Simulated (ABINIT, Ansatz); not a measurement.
# HfPb (Pm-3m): zone-centre phonons, part 2 of 2

Which modes does HfPb (Pm-3m) have at the zone centre?

ABINIT 10.8.3; DFT LDA, scalar-relativistic, plane waves, JTH PAW pseudopotentials.

So far. Step 3 (Ground state): The cell stands at -1.3 GPa: the relaxation ran with a smoothed and higher cutoff, and the difference is a stress of the finite basis. Step 4 (Zone-centre response): The acoustic modes at Γ come out as far as 6.4 cm⁻¹ from zero, where they should vanish, a small numerical error. The relaxed cell has a = 3.534 Å (conventional setting).

The structure was built from a prototype and need not be the compound's stable phase.

## (5) Zone-centre analysis

anaddb reads the merged derivatives and imposes the acoustic sum rule.

anaddb.abi reads:

```
ddb_filepath "gamma_DDB"
output_file "anaddb.abo"
outdata_prefix "anaddb"
asr 1
chneut 1
enunit 2
eivec 1
nph1l 1
qph1l 0.0 0.0 0.0 1.0
```

mrgddb.in reads:

```
gamma_DDB
merged
1
dfpt_gammao_DDB
```

On the command line:

```sh
> mrgddb < mrgddb.in > mrgddb.log
> OMP_NUM_THREADS=1 anaddb anaddb.abi > anaddb.log
```

anaddb.abo, the main output file:

```text
-outvars_anaddb: echo values of input variables ----------------------

 Miscellaneous information :
      enunit         2
       eivec         1
         asr         1
 First list of wavevector (reduced coord.) :
       nph1l         1
       qph1l
                     0.00000000E+00  0.00000000E+00  0.00000000E+00    1.000E+00

================================================================================

 read the DDB information and perform some checks

  ==== Info on the Cryst% object ====
 Real(R)+Recip(G) space primitive vectors, cartesian coordinates (Bohr,Bohr^-1):
 R(1)=  6.6779715  0.0000000  0.0000000  G(1)=  0.1497461  0.0000000  0.0000000
 R(2)=  0.0000000  6.6779715  0.0000000  G(2)=  0.0000000  0.1497461  0.0000000
 R(3)=  0.0000000  0.0000000  6.6779715  G(3)=  0.0000000  0.0000000  0.1497461
 Unit cell volume ucvol=  2.9780616E+02 bohr^3
 Angles (23,13,12)=  9.00000000E+01  9.00000000E+01  9.00000000E+01 degrees
 Time-reversal symmetry is present
 Reduced atomic positions [iatom, xred, symbol]:
    1)    0.0000000  0.0000000  0.0000000  Hf
    2)    0.5000000  0.5000000  0.5000000  Pb

 DDB file with 1 blocks has been read.

================================================================================

 Treat the first list of vectors

  Phonon wavevector (reduced coordinates) :  0.00000  0.00000  0.00000
 Phonon energies in Hartree :
   0.000000E+00  0.000000E+00  0.000000E+00  5.598132E-04  5.598132E-04
   5.598132E-04
 Phonon energies in meV     :
-  0.000000E+00  0.000000E+00  0.000000E+00  1.523329E+01  1.523329E+01
-  1.523329E+01
 Phonon frequencies in cm-1    :
-  0.000000E+00  0.000000E+00  0.000000E+00  1.228648E+02  1.228648E+02
-  1.228648E+02
 Phonon frequencies in Thz     :
-  0.000000E+00  0.000000E+00  0.000000E+00  3.683394E+00  3.683394E+00
-  3.683394E+00
 Phonon energies in Kelvin  :
-  0.000000E+00  0.000000E+00  0.000000E+00  1.767750E+02  1.767750E+02
-  1.767750E+02

 Eigendisplacements
 (will be given, for each mode : in cartesian coordinates
   for each atom the real part of the displacement vector,
   then the imaginary part of the displacement vector - absolute values smaller than 1.0d-7 are set to zero)
  Mode number    1   Energy    0.000000E+00
 Attention : low frequency mode.
   (Could be unstable or acoustic mode)
-  1  0.00000000E+00  0.00000000E+00 -1.19261698E-03
-     0.00000000E+00  0.00000000E+00  0.00000000E+00
-  2  0.00000000E+00  0.00000000E+00 -1.19261581E-03
-     0.00000000E+00  0.00000000E+00  0.00000000E+00
  Mode number    2   Energy    0.000000E+00
 Attention : low frequency mode.
   (Could be unstable or acoustic mode)
-  1  0.00000000E+00  1.19261698E-03  0.00000000E+00
-     0.00000000E+00  0.00000000E+00  0.00000000E+00
-  2  0.00000000E+00  1.19261581E-03  0.00000000E+00
-     0.00000000E+00  0.00000000E+00  0.00000000E+00
  Mode number    3   Energy    0.000000E+00
 Attention : low frequency mode.
   (Could be unstable or acoustic mode)
-  1  1.19261698E-03  0.00000000E+00  0.00000000E+00
-     0.00000000E+00  0.00000000E+00  0.00000000E+00
-  2  1.19261581E-03  0.00000000E+00  0.00000000E+00
-     0.00000000E+00  0.00000000E+00  0.00000000E+00
  Mode number    4   Energy    5.598132E-04
-  1  0.00000000E+00  0.00000000E+00  1.28495670E-03
-     0.00000000E+00  0.00000000E+00  0.00000000E+00
-  2  0.00000000E+00  0.00000000E+00 -1.10691191E-03
-     0.00000000E+00  0.00000000E+00  0.00000000E+00
  Mode number    5   Energy    5.598132E-04
-  1  0.00000000E+00 -1.28495670E-03  0.00000000E+00
-     0.00000000E+00  0.00000000E+00  0.00000000E+00
-  2  0.00000000E+00  1.10691191E-03  0.00000000E+00
-     0.00000000E+00  0.00000000E+00  0.00000000E+00
  Mode number    6   Energy    5.598132E-04
-  1  1.28495670E-03  0.00000000E+00  0.00000000E+00
-     0.00000000E+00  0.00000000E+00  0.00000000E+00
-  2 -1.10691191E-03  0.00000000E+00  0.00000000E+00
-     0.00000000E+00  0.00000000E+00  0.00000000E+00

 Analysis of degeneracies and characters (maximum tolerance=1.00E-06 a.u.)
 For each vibration mode, or group of modes if degenerate,
 the characters are given for each symmetry operation (see the list in the log file).
 Symmetry characters of vibration mode #   1
       degenerate with vibration modes #   2 to    3
  3.0 -3.0 -1.0  1.0 -1.0  1.0 -1.0  1.0  1.0 -1.0 -1.0  1.0  1.0 -1.0 -1.0  1.0
  0.0 -0.0 -0.0  0.0 -0.0  0.0  0.0 -0.0  1.0 -1.0 -1.0  1.0 -1.0  1.0  1.0 -1.0
  0.0 -0.0  0.0 -0.0  0.0  0.0  0.0  0.0  1.0 -1.0  1.0 -1.0 -1.0  1.0 -1.0  1.0
 Symmetry characters of vibration mode #   4
       degenerate with vibration modes #   5 to    6
  3.0 -3.0 -1.0  1.0 -1.0  1.0 -1.0  1.0  1.0 -1.0 -1.0  1.0  1.0 -1.0 -1.0  1.0
  0.0 -0.0 -0.0  0.0  0.0 -0.0 -0.0  0.0  1.0 -1.0 -1.0  1.0 -1.0  1.0  1.0 -1.0
  0.0 -0.0  0.0 -0.0 -0.0  0.0 -0.0  0.0  1.0 -1.0  1.0 -1.0 -1.0  1.0 -1.0  1.0
-
```

Run time: 0.81 s. Hardware: 1 thread of AMD EPYC 7R32 (Zen 2), shared host.

This step gave:

```
highest optical zone-centre mode (no LO-TO term) : 122.9 cm⁻¹
lowest optical zone-centre mode                  : 122.9 cm⁻¹
```

No LO-TO term; unit eigenvectors of the mass-weighted matrix, from anaddb's displacements. The modes at Γ (shares of kinetic energy by element, %):

| mode | frequency (cm⁻¹) | symmetry | Hf % | Pb % |
| --- | --- | --- | --- | --- |
| 1 | 0.0 | acoustic | 46 | 54 |
| 2 | 0.0 | acoustic | 46 | 54 |
| 3 | 0.0 | acoustic | 46 | 54 |
| 4 | 122.9 | T1u | 54 | 46 |
| 5 | 122.9 | T1u | 54 | 46 |
| 6 | 122.9 | T1u | 54 | 46 |

Displacements in mode 4 (122.9 cm⁻¹), the largest set to 1:
```
Hf1  0.00  0.00  1.00
Pb2  0.00  0.00 -0.86
```

The rule moves no optical mode by more than 0.2 cm⁻¹.

## (6) Results

| Item | Value |
| --- | --- |
| space group after relaxation | Pm-3m |
| volume per atom | 22.1 Å³ |
| highest optical zone-centre mode (no LO-TO term) | 122.9 cm⁻¹ |
| imaginary optical modes at the zone centre (no q mesh in this session) | none |

In words: At the LDA level the optical modes of HfPb (Pm-3m) at the zone centre lie at 123 cm⁻¹. The base run prints -1.3 GPa, mostly the error of a finite basis; the relaxation, with a smoothed and higher cutoff, had brought the cell to rest. These are harmonic frequencies at zero temperature: anharmonic shifts and linewidths and thermal expansion are left out. Spin-orbit coupling is left out, which can matter for the heavy elements here. In a metal the frequencies hang on the k mesh and the smearing, most of all near Kohn anomalies. The structure is a hypothetical one, built on a prototype.

[Host names and launcher messages were left out of these logs when they were recorded.]

[Logs are printed without paths, hosts, clocks, repeated set-up lines and the standing remarks that a program may print on its own settings, such as how far it seeks lower states.]

[Hosts, paths, dates, database ids (printed as entryN), source tags and the programs' standing remarks are cut or masked in the printed files.]
